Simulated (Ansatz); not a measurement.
## Sensitivity of the G0W0 gap of LaCuSeO (P4/nmm)

Aim: change settings of a G0W0 run on LaCuSeO (P4/nmm) and see what moves.

Calculated with Ansatz 0.2.0; G0W0 on r2SCAN, plane waves, PAW; PAW set soft_1.

In doubt: one-shot GW on d or f shells is unsure, so the values of those runs are not to be relied on.

## (1) The starting structure

Symmetry: P4/nmm, No. 129, tetragonal system. The conventional cell has a = 4.067 Å, b = 4.067 Å, c = 8.797 Å, α = 90.00°, β = 90.00°, γ = 90.00°. Nearest to La lie 4 O at 2.38 Å and 4 Se at 3.33 Å. Nearest to Cu lie 4 Se at 2.52 Å. Se has 4 Cu at 2.52 Å and 4 La at 3.33 Å nearest. Nearest to O lie 4 La at 2.38 Å. Farther neighbours and most contacts between anions are not listed.

As a file:

```cif
data_structure
_symmetry_space_group_name_H-M 'P 1'
_symmetry_Int_Tables_number 1
_cell_length_a 4.0671
_cell_length_b 4.0671
_cell_length_c 8.7975
_cell_angle_alpha 90.000
_cell_angle_beta 90.000
_cell_angle_gamma 90.000
_cell_volume 145.52
loop_
_atom_site_label
_atom_site_type_symbol
_atom_site_fract_x
_atom_site_fract_y
_atom_site_fract_z
_atom_site_occupancy
La1 La 0.50000 0.00000 0.13980 1
La2 La 0.00000 0.50000 0.86020 1
Cu3 Cu 0.50000 0.50000 0.50000 1
Cu4 Cu 0.00000 0.00000 0.50000 1
Se5 Se 0.50000 0.00000 0.66980 1
Se6 Se 0.00000 0.50000 0.33020 1
O7 O 0.50000 0.50000 0.00000 1
O8 O 0.00000 0.00000 0.00000 1
```

The cell and positions come from the Crystallography Open Database and are kept as given unless a step says otherwise. Spin-orbit coupling is left out unless a step names it.

## (2) The base run: 4×4×2 mesh, 434 empty bands, screening to 120 eV, PAW set soft_1 files

Now the one-shot GW correction: screening in the RPA, then the self-energy of the levels asked for. This step takes PAW set soft_1 files.

File input.yaml:

```yaml
crystal:
  lattice:
    - [4.06712, 0.0, 0.0]
    - [0.0, 4.06712, 0.0]
    - [0.0, 0.0, 8.7975]
  atoms:
    - { symbol: La, position: [0.5, 0.0, 0.1398] }
    - { symbol: La, position: [0.0, 0.5, 0.8602] }
    - { symbol: Cu, position: [0.5, 0.5, 0.5] }
    - { symbol: Cu, position: [0.0, 0.0, 0.5] }
    - { symbol: Se, position: [0.5, 0.0, 0.6698] }
    - { symbol: Se, position: [0.0, 0.5, 0.3302] }
    - { symbol: O, position: [0.5, 0.5, 0.0] }
    - { symbol: O, position: [0.0, 0.0, 0.0] }
kpoints:
  mp_grid: { grid: [4, 4, 2] }
hamiltonian:
  xc: r2scan
  pseudopotentials: { kind: paw, azcp: { folder: soft_1 } }
scf:
  occupations: { method: fixed }
gw:
  n_empty_bands: 434
  ecut_chi: 120
  qp_bands: [v2, c2]
  qp_kpoints: band_edges
  screening: { model: contour_deformation }
```

Started as:

```sh
$ ansatz run input.yaml --threads 2 --pin off --max-ram 92160MiB --backend cuda --events-out ev --progress --plain --runs-dir out --devices 1 --max-vram 13GiB
```

Numbers of over 12 decimals in the logs are rounded to 6 here.

The log of the run:

```text
GPUs: using 1 of 1 available (devices: 1).
Engine: ansatz 0.2.0, x86_64-unknown-linux-gnu
Pseudopotentials: kind: paw
Pseudopotential: La, paw, valence charge 11, recommended cutoff 500 eV (meta_gga), soft_1/La.paw.azcp
Pseudopotential: Cu, paw, valence charge 19, recommended cutoff 500 eV (meta_gga), soft_1/Cu.paw.azcp
Pseudopotential: Se, paw, valence charge 16, recommended cutoff 500 eV (meta_gga), soft_1/Se.paw.azcp
Pseudopotential: O, paw, valence charge 6, recommended cutoff 500 eV (meta_gga), soft_1/O.paw.azcp
Functional definition: r2SCAN
  parameter k0 = 0.174
  parameter k1 = 0.065
  parameter a1 = 4.9479
  exchange = r2scan_x(k0 = k0, k1 = k1, a1 = a1)
  correlation = r2scan_c
device memory: the entry about to start is reckoned to put 2.4 GiB on a device that reports 59.5 GiB free (of which the cap on the GPU budget leaves the run 13.0 GiB)
GPU FFT provider: cuFFT
GPU libraries: cuBLAS 13.8.2, cuFFT 12.4.0, cuSOLVER 12.3.4
Crystal: 8 atoms, lattice volume = 145.524 Å³
Basis set: ecut = 500 eV, 3729 PW (Γ), exchange–correlation on 120×120×288 points (64 copies of the dense FFT grid, shifted against one another)
Bands: 63, of which v1, the nominal top of the filled ones, is band 52 counted from 1 (51 counted from 0)
Symmetry: 16 space group operations
Space group: P4/nmm (ITA 129), of the structure as read, at distance tolerance 5.3e-5 Å
k-points: 12 of 32
Non-local potential: La, projectors of the file, l = 0: 3, l = 1: 2, l = 2: 2, l = 3: 3
Non-local potential: Cu, projectors of the file, l = 0: 3, l = 1: 2, l = 2: 3, l = 3: 1
Non-local potential: Se, projectors of the file, l = 0: 2, l = 1: 2, l = 2: 3, l = 3: 1
Non-local potential: O, projectors of the file, l = 0: 2, l = 1: 2, l = 2: 1
PAW form: soft (Blöchl's): semilocal exchange-correlation on the pseudo side does not see the compensation charge
PAW frozen core: La, regenerated for the run's functional (the file was generated under x = pbe(κ = 0.804, μ = 0.219515), c = pbe(β = 0.066725))
PAW frozen core: Cu, regenerated for the run's functional (the file was generated under x = pbe(κ = 0.804, μ = 0.219515), c = pbe(β = 0.066725))
PAW frozen core: Se, regenerated for the run's functional (the file was generated under x = pbe(κ = 0.804, μ = 0.219515), c = pbe(β = 0.066725))
PAW frozen core: O, regenerated for the run's functional (the file was generated under x = pbe(κ = 0.804, μ = 0.219515), c = pbe(β = 0.066725))
PAW one-centre angular grid: La, 974 points (default); XC on 160 Gauss nodes
PAW one-centre angular grid: Cu, 590 points (default); XC on 160 Gauss nodes
PAW one-centre angular grid: Se, 590 points (default); XC on 160 Gauss nodes
PAW one-centre angular grid: O, 302 points (default); XC on 160 Gauss nodes
[...]
NSCF: frozen V_eff on 12 k-points
G₀W₀ screening: q 1/12
[... further progress lines ...]
SCF converged after 12 iterations
Free energy (F): -37898.241108 eV
Harris-Foulkes:  -37898.241108 eV  (|F-HF|=1.99e-9)
Internal energy: -37898.241108 eV  (E = F + TS)
E sigma→0 (E₀):  -37898.241108 eV
Fermi energy:    11.608830 eV
--- Per-component energies (eV) ---
  E_band       = -1666.646044
  E_kinetic    = 1456.067500
  E_local      = -20632.092655  (includes V_loc(G=0)·N_el)
  E_nonlocal   = 1385.673833
  E_hartree    = 9603.040970
  E_xc         = -700.828201
  E_vxc        = -897.604656  (∫ρ·V_xc dr)
  E_paw        = -19168.943471  (= ΣΔE_a)
  E_vpaw       = -2234.491693  (= ΣTr[D̂ρ^β])
  E_aug_tail   = 0.001355  (compensation charges beyond the density's cutoff)
  E_vtau       = 49.722313  (kinetic-family band-sum trace: ∫τ·v_τ [+ j·A + Jᵃ·Aᵃ] dr)
  E_ewald      = -9837.101271
  E_core_change = -4.059170  (= ΣΔE_core)
  E_smearing   = -0.000000  (= −TS)
  E_closure    = 0.000000  (closes the sum)
  Σ components = -37898.241108   (vs F -37898.241108, Δ=0.00e0)
--- Band table (eV; the first three rows and the last of 12) ---
  k-point 0: bands = [... 48 lower, 10.3046, 11.0790, 11.6088, 11.6088, 13.4986, 13.6478, 14.0498, 14.1650, ... 7 higher]
  k-point 1: bands = [... 48 lower, 10.3046, 10.6447, 11.5049, 11.5049, 13.5944, 13.9681, 14.1311, 14.1753, ... 7 higher]
  k-point 2: bands = [... 48 lower, 10.5616, 10.8674, 10.9502, 11.3855, 14.0500, 14.0553, 14.5997, 14.8464, ... 7 higher]
  k-point 11: bands = [... 48 lower, 9.7705, 9.7705, 10.4375, 10.4375, 14.5204, 14.5204, 14.8694, 14.8694, ... 7 higher]
--- G₀W₀: contour deformation, 7 samples at zero and on the imaginary axis and 1 off it, 32 q-points, 434 empty bands' worth ---
  eigenvalues of the whole cell's RPA ε∞ on this k-mesh (on a slab, of 1 + 4πα/V) = 6.0070, 7.5871, 7.5871; static W/v taken at q = 0 is 0.140883
  gw.qp_kpoints: band_edges: 12 of 12 stored k-points solved, in 2 passes; an edge of the gap read off the rows below is read off those points alone
    ik  band        ε_KS         Σx   Σc(E_QP)       V_xc       Z   E_QP_lin       E_QP  E_QP is
     0    51     11.6088   -32.4169     4.5890   -27.7032  0.7349    11.4839    11.4841  root
     0    52     11.6088   -32.4169     4.5890   -27.7032  0.7349    11.4839    11.4841  root
     0    53     13.4986   -12.7987    -4.3969   -18.1643  0.7781    14.4829    14.4672  root
     0    54     13.6478    -9.0479    -4.1813   -13.4744  0.8001    13.8938    13.8931  root
     1    51     11.5049   -32.6501     4.6513   -27.8746  0.7322    11.3804    11.3807  root
     1    52     11.5049   -32.6501     4.6513   -27.8746  0.7322    11.3804    11.3807  root
     1    53     13.5944   -10.0253    -5.2182   -16.3388  0.7817    14.7133    14.6899  root
     1    54     13.9681   -14.6991    -5.2380   -21.4659  0.7613    15.5536    15.4970  root
[...]
11    51     10.4375   -45.5078     8.3380   -37.1319  0.6674    10.3995    10.3996  root
    11    52     10.4375   -45.5078     8.3380   -37.1319  0.6674    10.3995    10.3996  root
    11    53     14.5204   -14.2397    -4.9509   -20.4065  0.7624    15.7709    15.7364  root
    11    54     14.5204   -14.2397    -4.9509   -20.4065  0.7624    15.7709    15.7364  root
```

Elapsed: 33 s, on 1 × NVIDIA H100 80GB HBM3 (shared by 6 runs) with 2 threads of AMD EPYC 7R13 (Zen 3), shared host; peak memory 2.1 GiB.

Numbers from this step:

| Quantity | Value |
| --- | --- |
| bands summed | 486 |
| RPA ε∞ on this mesh (eigenvalues) | 6.007, 7.587, 7.587 |
| plane waves in the screening matrix | 427 |
| q-points in the mesh | 32 |
| G0W0 gap on the mesh | 2.409 eV |
| k of the valence top | 0, 0, 0 |
| k of the conduction bottom | 0, 0, 0 |
| starting gap on the mesh | 1.890 eV |
| Z at the valence top | 0.7349 |
| Z at the conduction bottom | 0.8001 |
| least direct G0W0 gap on the computed points | 2.409 eV |

The gap on the mesh goes from 1.89 eV to 2.41 eV, a correction of +0.52 eV, though a band edge has moved to another state.

## (3) Variant: larger pair-density box

input.yaml: that of step 2 with these lines changed.

```diff
@@ -22,4 +22,4 @@
 gw:
-  n_empty_bands: 434
-  ecut_chi: 120
+  n_empty_bands: 330
+  ecut_chi: 100
   qp_bands: [v2, c2]
@@ -27 +27,2 @@
   screening: { model: contour_deformation }
+  ecutfock_ratio: 2
```

The log of the run:

```text
GPUs: using 1 of 1 available (devices: 1).
[...]
GPU FFT provider: cuFFT
GPU libraries: cuBLAS 13.8.2, cuFFT 12.4.0, cuSOLVER 12.3.4
Crystal: 8 atoms, lattice volume = 145.524 Å³
Basis set: ecut = 500 eV, 3729 PW (Γ), exchange–correlation on 120×120×288 points (64 copies of the dense FFT grid, shifted against one another)
Bands: 63, of which v1, the nominal top of the filled ones, is band 52 counted from 1 (51 counted from 0)
[... 1 set-up line as in the run before ...]
[...]
k-points: 12 of 32
[...]
GPU buffer pool allocated for 64800 grid points (all kernels)
[...]
SCF iter   1: F=—  HF=-37898.363892 eV  |F-HF|=—  |Δ(HF+E_count)|=         —  Δρ=4.88e-2  dr2=3.72e0  dr2_τ=6.30e-2  ethr=3.10e-3  ⟨swp⟩=5.1  Hψ=2365  notcnv=0  defer=47
[...]
SCF iter  12: F=-37898.241108 eV  HF=-37898.241108 eV  |F-HF|=1.99e-9  |Δ(HF+E_count)|=   1.73e-8  Δρ=1.97e-6  dr2=4.94e-9  dr2_τ=1.84e-10  ethr=6.75e-11  ⟨swp⟩=3.4  Hψ=1590  notcnv=0
SCF 1 converged in 12 iterations: F = -37898.241108 eV  dr2 = 4.94e-9
[...]
NSCF: frozen V_eff on 12 k-points
[...]
G₀W₀ screening: q 1/12
[... further progress lines ...]
SCF converged after 12 iterations
Free energy (F): -37898.241108 eV
[...]
Internal energy: -37898.241108 eV  (E = F + TS)
E sigma→0 (E₀):  -37898.241108 eV
Fermi energy:    11.608830 eV
[...]
--- Band table (eV; the first three rows and the last of 12) ---
  k-point 0: bands = [... 48 lower, 10.3046, 11.0790, 11.6088, 11.6088, 13.4986, 13.6478, 14.0498, 14.1650, ... 7 higher]
  k-point 1: bands = [... 48 lower, 10.3046, 10.6447, 11.5049, 11.5049, 13.5944, 13.9681, 14.1311, 14.1753, ... 7 higher]
  k-point 2: bands = [... 48 lower, 10.5616, 10.8674, 10.9502, 11.3855, 14.0500, 14.0553, 14.5997, 14.8464, ... 7 higher]
  k-point 11: bands = [... 48 lower, 9.7705, 9.7705, 10.4375, 10.4375, 14.5204, 14.5204, 14.8694, 14.8694, ... 7 higher]
[...]
0    51     11.6088   -32.4169     4.6116   -27.7032  0.7357    11.5065    11.5067  root
     0    52     11.6088   -32.4169     4.6116   -27.7032  0.7357    11.5065    11.5067  root
     0    53     13.4986   -12.7987    -4.3519   -18.1643  0.7787    14.5296    14.5123  root
     0    54     13.6478    -9.0479    -4.1165   -13.4744  0.8004    13.9591    13.9579  root
     1    51     11.5049   -32.6501     4.6691   -27.8746  0.7329    11.3983    11.3985  root
     1    52     11.5049   -32.6501     4.6691   -27.8746  0.7329    11.3983    11.3985  root
     1    53     13.5944   -10.0253    -5.1627   -16.3388  0.7823    14.7716    14.7454  root
     1    54     13.9681   -14.6991    -5.1836   -21.4659  0.7621    15.6136    15.5513  root
[...]
11    51     10.4375   -45.5078     8.2973   -37.1319  0.6682    10.3587    10.3588  root
    11    52     10.4375   -45.5078     8.2973   -37.1319  0.6682    10.3587    10.3588  root
    11    53     14.5204   -14.2397    -4.8997   -20.4065  0.7632    15.8257    15.7876  root
    11    54     14.5204   -14.2397    -4.8997   -20.4065  0.7632    15.8257    15.7876  root
```

Run time: 27 s. Hardware: 1 × NVIDIA H100 80GB HBM3 (shared by 6 runs) with 2 threads; peak memory 1.8 GiB.

The G0W0 gap on the mesh is 2.451 eV.

Against the base:

```csv
setting,base,variant
empty bands,434,330
screening cutoff (eV),120,100
ecutfock ratio,-,2
```

```csv
quantity,variant,base
starting gap on the mesh,1.890,1.890
G0W0 gap on the mesh,2.451,2.409
least direct G0W0 gap on the computed points,2.451,2.409
Z at the valence top,0.736,0.735
Z at the conduction bottom,0.800,0.800
```

## (4) Summary of results

```json
{
 "base": "2.41 eV, 33 s",
 "larger pair-density box": "2.45 eV, 27 s"
}
```

**Reading.** Larger pair-density box: the gap moves by +0.04 eV. The variant differs from the base in empty bands, screening cutoff and ecutfock ratio together, so the change can't be laid to one of them. All runs here use a coarse mesh and modest cutoffs; they test settings and are not final values. The 4×4×2 mesh is coarse for this cell (its supercell is 16 Å along the shortest edge). The RPA ε∞ on it, from the r2SCAN start, is 6.01 and 7.59; such meshes misread the long-range screening, most where the gap is narrow. Empty 4f levels lie among the conduction bands. Their place in the start is unsure; it enters the screening, and the edge itself where they lie low. A d shell, filled or nearly so, lies near the gap. One-shot GW converges very slowly in bands there, not always from below, and on a semilocal start the gap tends to come out low; starts rich in exact exchange can overshoot instead. The many-body steps are scalar-relativistic: spin-orbit coupling is not in them.

[Paths, hosts, dates, memory and timing lines, banners, echoed tables and standing remarks are left out of the program output.]

[Logs are printed without paths, hosts, clocks, repeated set-up lines and the standing remarks that a program may print on its own settings, such as how far it seeks lower states.]

[Runs of the session that timed out or met a known fault of the program may be left out.]

[Cells called generated may have been cut or substituted from an entry of the Crystallography Open Database or the Materials Project.]

[Hosts, paths, dates, database ids (printed as entryN), source tags and the programs' standing remarks are cut or masked in the printed files.]
